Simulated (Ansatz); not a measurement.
**CdInCl3 (model cell, started as cubic perovskite with Cd in the octahedra): a soft mode frozen in**

Aim: this structure of CdInCl3 (model cell, started as cubic perovskite with Cd in the octahedra) is to be tested for unstable modes, and one is followed downhill.

Calculated with Ansatz 0.2.0; DFT PBEsol, scalar-relativistic, plane waves, PAW; PAW set soft_1.

The structure was built from a prototype and need not be the compound's stable phase.

**1. Set-up**

Symmetry: Pm-3m, No. 221, cubic system. Conventional cell: a = 5.124 Å, b = 5.124 Å, c = 5.124 Å, α = 90.00°, β = 90.00°, γ = 90.00°. Nearest to In lie 12 Cl at 3.62 Å. Nearest to Cd lie 6 Cl at 2.56 Å. Nearest to Cl lie 2 Cd at 2.56 Å. Farther neighbours and most contacts between anions are not listed.

**2. The dispersion**

The cell comes from relaxations at this level that are not shown. Stability and thermal properties need the whole zone. Linear response on a 2×2×2 q mesh gives force constants as far as a supercell of that size would, and the tensors from the zone-centre run are typed in so that the long-range dipole term is interpolated apart.

The input, input.yaml:

```yaml
crystal:
  lattice:
    - [5.1238010624, 0.0, 0.0]
    - [0.0, 5.1238010624, 0.0]
    - [0.0, 0.0, 5.1238010624]
  atoms:
    - { symbol: In, position: [0.0, 0.0, 0.0] }
    - { symbol: Cd, position: [0.5, 0.5, 0.5] }
    - { symbol: Cl, position: [0.5, 0.5, 0.0] }
    - { symbol: Cl, position: [0.5, 0.0, 0.5] }
    - { symbol: Cl, position: [0.0, 0.5, 0.5] }
kpoints:
  mp_grid: { grid: [6, 6, 6] }
hamiltonian:
  xc: pbesol
  pseudopotentials: { kind: paw, azcp: { folder: soft_1 }, xc_functional: pbe }
scf:
  occupations: { method: fixed }
output:
  eigenvalues: true
phonons:
  method: dfpt
  qmesh: [2, 2, 2]
  temperatures: { t_max: 1000, t_step: 50 }
  qpath:
    path:
      - [[0.0, 0.0, 0.0], [0.0, 0.5, 0.0], [0.5, 0.5, 0.0], [0.0, 0.0, 0.0], [0.5, 0.5, 0.5], [0.0, 0.5, 0.0]]
      - [[0.5, 0.5, 0.5], [0.5, 0.5, 0.0]]
    npoints: 10
  non_analytic_term:
    high_frequency_dielectric_tensor: [[4.407, 0.0, 0.0], [0.0, 4.407, 0.0], [0.0, 0.0, 4.407]]
    born_effective_charges:
      - { species: In, tensor: [[1.9655, 0.0, 0.0], [0.0, 1.9655, 0.0], [0.0, 0.0, 1.9655]] }
      - { species: Cd, tensor: [[2.6902, 0.0, 0.0], [0.0, 2.6902, 0.0], [0.0, 0.0, 2.6902]] }
      - { species: Cl, tensor: [[-1.2486, 0.0, 0.0], [0.0, -1.2486, 0.0], [0.0, 0.0, -2.1585]] }
      - { species: Cl, tensor: [[-1.2486, 0.0, 0.0], [0.0, -2.1585, 0.0], [0.0, 0.0, -1.2486]] }
      - { species: Cl, tensor: [[-2.1585, 0.0, 0.0], [0.0, -1.2486, 0.0], [0.0, 0.0, -1.2486]] }
    source: "zone-centre run at this cell"
```

Launch:

```bash
$ ansatz run input.yaml --threads 4 --pin off --max-ram 16384MiB --backend cpu --events-out ev --progress --plain --runs-dir out
```

Numbers of over 12 decimals in the logs are rounded to 6 here.

What it wrote:

```text
Engine: ansatz 0.2.0, aarch64-unknown-linux-gnu
Pseudopotentials: kind: paw
Pseudopotential: In, paw, valence charge 13, recommended cutoff 420 eV (normal), soft_1/In.paw.azcp
Pseudopotential: Cd, paw, valence charge 20, recommended cutoff 420 eV (normal), soft_1/Cd.paw.azcp
Pseudopotential: Cl, paw, valence charge 7, recommended cutoff 420 eV (normal), soft_1/Cl.paw.azcp
Functional definition: PBEsol
  exchange = pbesol_x
  correlation = pbesol_c
Crystal: 5 atoms, lattice volume = 134.517 Å³
Basis set: ecut = 420 eV, 2601 PW (Γ), exchange–correlation on 72×72×72 points (8 copies of the dense FFT grid, shifted against one another)
Bands: 33, of which v1, the nominal top of the filled ones, is band 27 counted from 1 (26 counted from 0)
Symmetry: 48 space group operations
k-points: 20 of 216
Non-local potential: In, projectors of the file, l = 0: 2, l = 1: 2, l = 2: 2, l = 3: 1
Non-local potential: Cd, projectors of the file, l = 0: 3, l = 1: 2, l = 2: 2, l = 3: 1
Non-local potential: Cl, projectors of the file, l = 0: 2, l = 1: 2, l = 2: 1
PAW form: soft (Blöchl's): semilocal exchange-correlation on the pseudo side does not see the compensation charge
PAW frozen core: In, regenerated for the run's functional, and the local potential with it (the file was generated under x = pbe(κ = 0.804, μ = 0.219515), c = pbe(β = 0.066725))
PAW frozen core: Cd, regenerated for the run's functional, and the local potential with it (the file was generated under x = pbe(κ = 0.804, μ = 0.219515), c = pbe(β = 0.066725))
PAW frozen core: Cl, regenerated for the run's functional, and the local potential with it (the file was generated under x = pbe(κ = 0.804, μ = 0.219515), c = pbe(β = 0.066725))
PAW one-centre angular grid: In, 590 points (default); XC on 64 Gauss nodes
PAW one-centre angular grid: Cd, 590 points (default); XC on 64 Gauss nodes
PAW one-centre angular grid: Cl, 110 points (default); XC on 64 Gauss nodes
Initial density: superposition of atomic densities (chi_scale 0.1, normalization cell, long waves kept (reshape's long-wave potential 0.01 eV rms))
Initial wavefunctions: pseudopotential atomic-orbital guess
Functional: x = pbesol(κ = 0.804, μ = 0.123457), c = pbesol(β = 0.046)
SCF iter   1: F=—  HF=-16897.999296 eV  |F-HF|=—  |Δ(HF+E_count)|=         —  Δρ=5.12e-2  dr2=3.92e0  ethr=3.10e-3  ⟨swp⟩=4.8  Hψ=2312  notcnv=0  defer=63
preconditioner: auto → Resta (q_TF=auto, 2.343 Å⁻¹)  ε∞=3.7  [insulator: Δε(μ)=1.014 eV  Ē_g=13.207 eV  n_scr=26 (ndim 8)  ℏωp=21.7 eV  f_vac=0.015  ε∞_Penn≈3.7]
SCF iter   2: F=—  HF=-16896.565171 eV  |F-HF|=—  |Δ(HF+E_count)|=    1.43e0  Δρ=1.33e-2  dr2=2.53e-1  ethr=3.10e-3  ⟨swp⟩=3.0  Hψ=1490  notcnv=0  defer=64
SCF iter   3: F=—  HF=-16896.486443 eV  |F-HF|=—  |Δ(HF+E_count)|=   7.87e-2  Δρ=5.45e-3  dr2=3.42e-2  ethr=4.68e-4  ⟨swp⟩=3.0  Hψ=1120  notcnv=0  defer=73
SCF iter   4: F=—  HF=-16896.478995 eV  |F-HF|=—  |Δ(HF+E_count)|=   7.45e-3  Δρ=9.59e-4  dr2=1.62e-3  ethr=6.34e-5  ⟨swp⟩=3.2  Hψ=1247  notcnv=0  defer=74
SCF iter   5: F=—  HF=-16896.479109 eV  |F-HF|=—  |Δ(HF+E_count)|=   1.14e-4  Δρ=3.32e-4  dr2=1.37e-4  ethr=3.00e-6  ⟨swp⟩=2.5  Hψ=1093  notcnv=0  defer=75
SCF iter   6: F=—  HF=-16896.479202 eV  |F-HF|=—  |Δ(HF+E_count)|=   9.29e-5  Δρ=7.50e-5  dr2=9.19e-6  ethr=2.54e-7  ⟨swp⟩=2.0  Hψ=985  notcnv=0  defer=74
SCF iter   7: F=—  HF=-16896.479212 eV  |F-HF|=—  |Δ(HF+E_count)|=   1.04e-5  Δρ=2.35e-5  dr2=8.93e-7  ethr=1.70e-8  ⟨swp⟩=2.0  Hψ=1081  notcnv=0  defer=52
SCF iter   8: F=—  HF=-16896.479211 eV  |F-HF|=—  |Δ(HF+E_count)|=   1.06e-6  Δρ=5.37e-6  dr2=7.53e-8  ethr=1.65e-9  ⟨swp⟩=2.0  Hψ=1020  notcnv=0  defer=39
SCF iter   9: F=—  HF=-16896.479211 eV  |F-HF|=—  |Δ(HF+E_count)|=   1.23e-7  Δρ=1.03e-6  dr2=1.69e-9  ethr=1.39e-10  ⟨swp⟩=2.0  Hψ=1049  notcnv=0  defer=39
SCF iter  10: F=—  HF=-16896.479211 eV  |F-HF|=—  |Δ(HF+E_count)|=   2.07e-9  Δρ=2.86e-7  dr2=8.68e-11  ethr=3.13e-12  ⟨swp⟩=2.0  Hψ=1039  notcnv=0  defer=39
SCF iter  11: F=—  HF=-16896.479211 eV  |F-HF|=—  |Δ(HF+E_count)|=  1.27e-10  Δρ=1.51e-7  dr2=2.48e-11  ethr=1.00e-12  ⟨swp⟩=15.5  Hψ=4491  notcnv=0
SCF iter  12: F=-16896.479211 eV  HF=-16896.479211 eV  |F-HF|=0.00e0  |Δ(HF+E_count)|=  1.46e-11  Δρ=1.54e-8  dr2=1.59e-13  ethr=1.00e-12  ⟨swp⟩=6.0  Hψ=2896  notcnv=0
SCF 1 converged in 12 iterations: F = -16896.479211 eV  dr2 = 1.59e-13
  greatest PAW one-centre occupation: 1.000 electrons in one spin orbital (limit 2), on the Cd atom at site 1 (counted from 0), in its partial waves of l = 0
NSCF: frozen V_eff on 20 k-points
NSCF: frozen V_eff on 64 k-points
DFPT response loops at q = (0, 0, 0) (fractional): preconditioner auto → Resta (q_TF=auto, 2.343 Å⁻¹)  ε∞=5.8 (no band partly filled); β = 1.00, the filter's whole step (`scf.mixing.beta` (0.50) is not read by the response loops at its default; to damp them type it under 1.00, their step now; it binds the ground state too); Broyden in place of MSR1
NSCF: frozen V_eff on 128 k-points
DFPT response loops at q = (0, 0, -0.5) (fractional): mixed as the last ones told, above
NSCF: frozen V_eff on 128 k-points
DFPT response loops at q = (0, -0.5, -0.5) (fractional): mixed as the last ones told, above
NSCF: frozen V_eff on 128 k-points
DFPT response loops at q = (-0.5, -0.5, -0.5) (fractional): mixed as the last ones told, above
SCF converged after 12 iterations
Free energy (F): -16896.479211 eV
Harris-Foulkes:  -16896.479211 eV  (|F-HF|=0.00e0)
Internal energy: -16896.479211 eV  (E = F + TS)
E sigma→0 (E₀):  -16896.479211 eV
Fermi energy:    3.915982 eV
--- Per-component energies (eV) ---
  E_band       = -666.048599
  E_kinetic    = 1109.343946
  E_local      = -6364.348256  (includes V_loc(G=0)·N_el)
  E_nonlocal   = 548.714932
  E_hartree    = 2753.442848
  E_xc         = -616.019419
  E_vxc        = -632.291173  (∫ρ·V_xc dr)
  E_paw        = -10087.037370  (= ΣΔE_a)
  E_vpaw       = -834.354566  (= ΣTr[D̂ρ^β])
  E_aug_tail   = 0.000832  (compensation charges beyond the density's cutoff)
  E_ewald      = -4241.389884
  E_core_change = 0.813161  (= ΣΔE_core)
  E_smearing   = -0.000000  (= −TS)
  E_closure    = -0.000000  (closes the sum)
  Σ components = -16896.479211   (vs F -16896.479211, Δ=0.00e0)
--- Band table (eV; the first three rows and the last of 20) ---
  k-point 0: bands = [... 23 lower, 2.8508, 2.9131, 2.9131, 2.9131, 5.7042, 9.7165, 9.7165, 9.7165, ... 2 higher]
  k-point 1: bands = [... 23 lower, 2.8115, 2.9085, 2.9085, 3.0922, 6.2750, 8.9593, 9.4883, 9.4883, ... 2 higher]
  k-point 2: bands = [... 23 lower, 2.7237, 2.9376, 2.9376, 3.5544, 7.5691, 7.9360, 9.1346, 9.1346, ... 2 higher]
  k-point 19: bands = [... 23 lower, 3.5251, 3.5251, 3.9160, 3.9160, 9.4618, 9.4618, 9.4618, 10.0811, ... 2 higher]
--- Phonons (Γ-DFPT): 4 representative perturbations + reference (Σ response iterations 12) ---
  ASR residual: 3.156e-5 → 0.000e0 eV/Å²; symmetrization residual: 1.941e-5 eV/Å²
  ASR residual per site (eV/Å²): 1.62e-5 3.16e-5 1.78e-5 1.78e-5 1.78e-5
  Γ frequencies (cm⁻¹): -56.45 -56.45 -56.45 0.00 0.00 0.00 36.14 36.14 36.14 53.22 53.22 53.22 265.25 265.25 265.25
--- Phonons (arbitrary-q DFPT): 4 irreducible q on the 2×2×2 mesh ---
  q = [0.0000, 0.0000, 0.0000] (star 1, of the zone-centre solve; hermiticity 5.05e-6, symmetrization 6.38e-12): -56.45 -56.45 -56.45 -0.00 0.00 0.00 36.14 36.14 36.14 53.22 53.22 53.22 265.25 265.25 265.25
  q = [0.0000, 0.0000, -0.5000] (star 3, 9 solved perturbations in 504 linear systems a pass and spin channel, the states on 64 of 216 k-point pairs; hermiticity 2.74e-6, symmetrization 1.76e-7): -41.23 -41.23 22.40 22.40 42.61 43.25 51.03 51.03 53.23 53.23 94.69 139.68 265.23 265.54 265.54
  q = [0.0000, -0.5000, -0.5000] (star 3, 9 solved perturbations in 504 linear systems a pass and spin channel, the states on 64 of 216 k-point pairs; hermiticity 5.72e-6, symmetrization 1.88e-9): -71.70 -46.82 -46.82 -27.96 52.08 52.08 54.39 65.86 65.86 111.01 137.72 137.72 168.99 265.82 293.80
  q = [-0.5000, -0.5000, -0.5000] (star 1, 4 solved perturbations in 184 linear systems a pass and spin channel, the states on 64 of 216 k-point pairs; hermiticity 2.02e-6, symmetrization 7.99e-9): -71.40 -71.40 -71.40 -42.89 -42.89 -42.89 93.21 93.21 93.21 139.11 139.11 139.11 168.30 168.30 312.87
  sum rule: each row above includes the acoustic sum rule's correction from the zone centre's row sums; it moved no ω² by more than (0.37 cm⁻¹)²
  mesh force constants: q→R imaginary residual 4.87e-18; ASR residual 3.156e-5 → 0.000e0 eV/Å²; symmetrization residual 1.066e-14 eV/Å²
  interpolated dispersion: 63 rows × 15 modes
  density of states and harmonic sums: on the 12×12×12 q-mesh, interpolated from the force constants of a 2×2×2 supercell (with the dipole–dipole term of supplied tensors)
  largest difference from the sums on the solved wave vectors: F 1.25e-1 eV, S 1.66e-4 and C_V 4.83e-5 eV/K
  zero-point energy: 0.083060 eV/cell   skipped modes (ω ≤ 0): 350, of them read as no rigid motion or as one in doubt: 347 (4.233e0 modes/cell left out, lowest -71.70 cm⁻¹)   left out of the sums: 2.82e-1 of the cell's modes: C_V's classical limit lies that fraction below 3 k_B per atom; for a crystal, a wire or a layer, F and S can be off by more, and a phonons.interpolated_qmesh denser along its periods is the remedy for the sampling
```

Run time: 2.2 min. Hardware: 4 threads of Arm Neoverse V2, shared host; peak memory 1.1 GiB.

This step gave:

```yaml
gap_on_the_k_mesh: 1.788 eV
volume_per_atom: 26.90 Å³
sum_rule_residual_before_enforcement: 3.16e-5 eV/Å²
lowest_frequency_on_the_path: -71.70 cm⁻¹
point_group: m-3m
highest_frequency_on_the_path_or_at_a_solved_wavevector: 312.9 cm⁻¹
highest_optical_mode_at_the_zone_centre_no_lo_to_term: 265.2 cm⁻¹
lowest_optical_zone_centre_mode: -56.45 cm⁻¹
lowest_mode_on_the_q_mesh_acoustic_modes_at_gamma_apart: -71.7 cm⁻¹
```

Frequencies (cm⁻¹) solved at each irreducible wavevector; negative means imaginary. Frequencies by wavevector, by row:

```
q in reciprocal lattice units  star  mode 1  mode 2  mode 3  mode 4  mode 13  mode 14  mode 15
                        0 0 0     1   -56.5   -56.5   -56.5       0    265.2    265.2    265.2
                     0 0 -0.5     3   -41.2   -41.2    22.4    22.4    265.2    265.5    265.5
                  0 -0.5 -0.5     3   -71.7   -46.8   -46.8     -28      169    265.8    293.8
               -0.5 -0.5 -0.5     1   -71.4   -71.4   -71.4   -42.9    168.3    168.3    312.9
```

Interpolated from a 2×2×2 q mesh, with the LO-TO term (at Γ the limit along the path; where Γ stands inside the path, tables give the limit on arrival). The phonon branches at the labelled points (cm⁻¹):

```
    point  branch 1  branch 2  branch 3  branch 4  branch 12  branch 13  branch 14  branch 15
        Γ       -56       -56         0         0        106        265        265        290
  halfway       -50       -50        19        19        113        265        265        280
        X       -41       -41        22        22        140        265        266        266
  halfway       -59       -36       -35       -34        139        210        266        292
        M       -72       -47       -47       -28        138        169        266        294
  halfway       -57       -43       -27       -19        116        232        266        294
        Γ       -56       -56         0         0        106        265        265        290
  halfway       -53       -53       -40       -22        116        230        230        307
        R       -71       -71       -71       -43        139        168        168        313
  halfway       -57       -56       -40       -37        139        201        230        308
        X       -41       -41        22        22        140        265        266        266
jump to R       -71       -71       -71       -43        139        168        168        313
  halfway       -72       -55       -55       -35        138        169        217        310
        M       -72       -47       -47       -28        138        169        266        294
```

Symmetry leaves 4 wavevectors to solve. The lowest mode among them, the acoustic zeros apart, lies at q = (0, -0.5, -0.5) and is imaginary, 71.7i cm⁻¹, so the energy falls along it.

**3. The mode frozen in, largest atomic shift 0 Å**

The mode followed lies at q = (-0.5, -0.5, -0.5) with frequency 71.4i cm⁻¹ and is 3-fold degenerate, one of the unstable modes though not the softest. At small amplitude the distorted cell has space group no. 74 by a symmetry search on the positions. The undistorted cell that holds it gives the zero of energy on the same k mesh.

System of this step: CdInCl3 (model cell, started as cubic perovskite with Cd in the octahedra). The structure is cubic, space group Pm-3m (No. 221). The conventional cell has a = 5.124 Å, b = 5.124 Å, c = 5.124 Å, α = 90.00°, β = 90.00°, γ = 90.00°. Nearest to In lie 12 Cl at 3.62 Å. Nearest to Cd lie 6 Cl at 2.56 Å. Nearest to Cl lie 2 Cd at 2.56 Å. Farther neighbours and most contacts between anions are not listed.

The input, input.yaml:

```yaml
crystal:
  lattice:
    - [5.1238010624, 5.1238010624, 0.0]
    - [5.1238010624, 0.0, 5.1238010624]
    - [5.1238010624, 0.0, -5.1238010624]
  atoms:
    - { symbol: In, position: [0.0, 0.0, 0.0] }
    - { symbol: In, position: [0.0, 0.5, 0.5] }
    - { symbol: Cd, position: [0.5, 0.25, 0.75] }
    - { symbol: Cd, position: [0.5, 0.75, 0.25] }
    - { symbol: Cl, position: [0.5, 0.5, 0.5] }
    - { symbol: Cl, position: [0.5, 0.0, 0.0] }
    - { symbol: Cl, position: [0.0, 0.0, 0.5] }
    - { symbol: Cl, position: [0.0, 0.5, 0.0] }
    - { symbol: Cl, position: [0.5, 0.5, 0.0] }
    - { symbol: Cl, position: [0.5, 0.0, 0.5] }
kpoints:
  mp_grid: { grid: [6, 6, 6] }
hamiltonian:
  xc: pbesol
  pseudopotentials: { kind: paw, azcp: { folder: soft_1 }, xc_functional: pbe }
scf:
  occupations: { method: gaussian, width: 0.02 }
output:
  forces: true
  stress: true
  eigenvalues: true
```

What it wrote:

```text
[...]
Crystal: 10 atoms, lattice volume = 269.034 Å³
Basis set: ecut = 420 eV, 5209 PW (Γ), exchange–correlation on 100×100×100 points (8 copies of the dense FFT grid, shifted against one another)
Bands: 65, of which v1, the nominal top of the filled ones, is band 54 counted from 1 (53 counted from 0)
Symmetry: 96 space group operations
[...]
k-points: 16 of 216
[...]
k-point 0: bands = [... 50 lower, 3.5251, 3.5251, 3.9160, 3.9160, 5.7042, 9.4618, 9.4618, 9.4618, ... 4 higher]
  k-point 1: bands = [... 50 lower, 3.4060, 3.4742, 3.7324, 3.7324, 6.1210, 8.9739, 9.1840, 9.3429, ... 4 higher]
  k-point 2: bands = [... 50 lower, 3.3401, 3.3708, 3.4885, 3.4885, 7.0454, 8.2354, 8.3193, 9.1680, ... 4 higher]
  k-point 15: bands = [... 50 lower, 3.3783, 3.5853, 3.7018, 3.7988, 7.7078, 8.2503, 8.4537, 8.6275, ... 4 higher]
[key lines of the parts left out:]
SCF converged after 9 iterations
Free energy (F): -33792.958438 eV
Fermi energy:    4.810174 eV
P = ⅓ Tr σ = -0.0029 GPa (-0.029 kbar)
```

Elapsed: 3.6 s, on 4 threads; peak memory 0.79 GiB.

Numbers from this step:

```yaml
pressure: -0.002865 GPa
energy_from_the_undistorted_cell: 0 meV/atom
```

At this level the gap is 1.79 eV on the k-mesh of the self-consistent run, which can miss the band edges.

**4. The mode frozen in, largest atomic shift 0.6 Å**

The atoms are moved along the unstable eigenvector, the largest shift by 0.6 Å, with the cell fixed.

input.yaml, the sections that differ from step 3:

```yaml
crystal:
  lattice:
    - [5.1238010624, 5.1238010624, 0.0]
    - [5.1238010624, 0.0, 5.1238010624]
    - [5.1238010624, 0.0, -5.1238010624]
  atoms:
    - { symbol: In, position: [0.0, 0.0, 0.0] }
    - { symbol: In, position: [0.0, 0.5, 0.5] }
    - { symbol: Cd, position: [0.5, 0.25, 0.75] }
    - { symbol: Cd, position: [0.5, 0.75, 0.25] }
    - { symbol: Cl, position: [0.4171973963, 0.5828026037, 0.5828026037] }
    - { symbol: Cl, position: [0.5828026037, -0.0828026037, -0.0828026037] }
    - { symbol: Cl, position: [0.0, 0.0414013018, 0.4585986982] }
    - { symbol: Cl, position: [0.0, 0.4585986982, 0.0414013018] }
    - { symbol: Cl, position: [0.5, 0.4585986982, 0.0414013018] }
    - { symbol: Cl, position: [0.5, 0.0414013018, 0.4585986982] }
# kpoints, hamiltonian, scf, output: as in step 3
```

What it wrote:

```text
[...]
Crystal: 10 atoms, lattice volume = 269.034 Å³
Basis set: ecut = 420 eV, 5209 PW (Γ), exchange–correlation on 100×100×100 points (8 copies of the dense FFT grid, shifted against one another)
Bands: 65, of which v1, the nominal top of the filled ones, is band 54 counted from 1 (53 counted from 0)
Symmetry: 8 space group operations
[...]
k-points: 46 of 216
[...]
k-point 0: bands = [... 50 lower, 3.3686, 3.5115, 3.6719, 3.7422, 5.9693, 9.5482, 9.5720, 9.5999, ... 4 higher]
  k-point 1: bands = [... 50 lower, 3.2975, 3.5560, 3.7007, 3.8176, 6.1846, 9.1368, 9.2911, 9.4045, ... 4 higher]
  k-point 2: bands = [... 50 lower, 3.1746, 3.3635, 3.8375, 4.0223, 6.8220, 8.4179, 8.6634, 8.9875, ... 4 higher]
  k-point 45: bands = [... 50 lower, 3.1505, 3.2905, 4.1500, 4.2367, 8.1190, 8.3257, 8.4620, 8.7170, ... 4 higher]
[key lines of the parts left out:]
SCF converged after 8 iterations
Free energy (F): -33793.203335 eV
Fermi energy:    5.136284 eV
P = ⅓ Tr σ = -0.6479 GPa (-6.479 kbar)
```

Wall time 9.5 s (4 threads); peak memory 1 GiB.

This step gave:

```
pressure                         : -0.6479 GPa
gap on the k-mesh                : 1.666 eV
energy from the undistorted cell : -24.49 meV/atom
```

The energy, extrapolated to zero smearing, is -24.49 meV/atom against the undistorted cell.

The run ends at a pressure of -0.65 GPa, with forces up to 0.15 eV/Å.

**5. Energy along the mode, all amplitudes (two of the runs are shown above)**

An imaginary frequency means negative curvature, so the energy should fall and then rise again as anharmonic terms take over.

Numbers from this step:

| Quantity | Value |
| --- | --- |
| depth at the lowest point sampled | 24.49 meV/atom |
| largest atomic shift at that point | 0.6 Å |

Table of energy from the parent by largest atomic shift:

```
largest atomic shift (Å)  energy from the parent (meV/atom)
                   0.000                                  0
                   0.040                             -0.212
                   0.080                             -0.842
                   0.140                              -2.53
                   0.220                              -5.98
                   0.320                              -11.6
                   0.450                              -19.3
                   0.600                              -24.5
```

Displacement at unit largest shift by atom:

```
atom   x (Å)   y (Å)   z (Å)   size
 In1   0.000   0.000   0.000  0.000
 In2   0.000   0.000   0.000  0.000
 Cd3   0.000   0.000   0.000  0.000
 Cd4   0.000   0.000   0.000  0.000
 Cl5   0.707  -0.707   0.000  1.000
 Cl6  -0.707   0.707   0.000  1.000
 Cl7   0.000   0.000   0.707  0.707
 Cl8   0.000   0.000  -0.707  0.707
 Cl9   0.000   0.000  -0.707  0.707
Cl10   0.000   0.000   0.707  0.707
```

The lowest of the steps tried is the last one, at 0.6 Å, 24.5 meV/atom below the parent; the bottom of the well need not coincide with a step.

[end of part 1 of 3]

[Logs are printed without paths, hosts, clocks, repeated set-up lines and the standing remarks that a program may print on its own settings, such as how far it seeks lower states.]

[Hosts, paths, dates, database ids (printed as entryN), source tags and the programs' standing remarks are cut or masked in the printed files.]
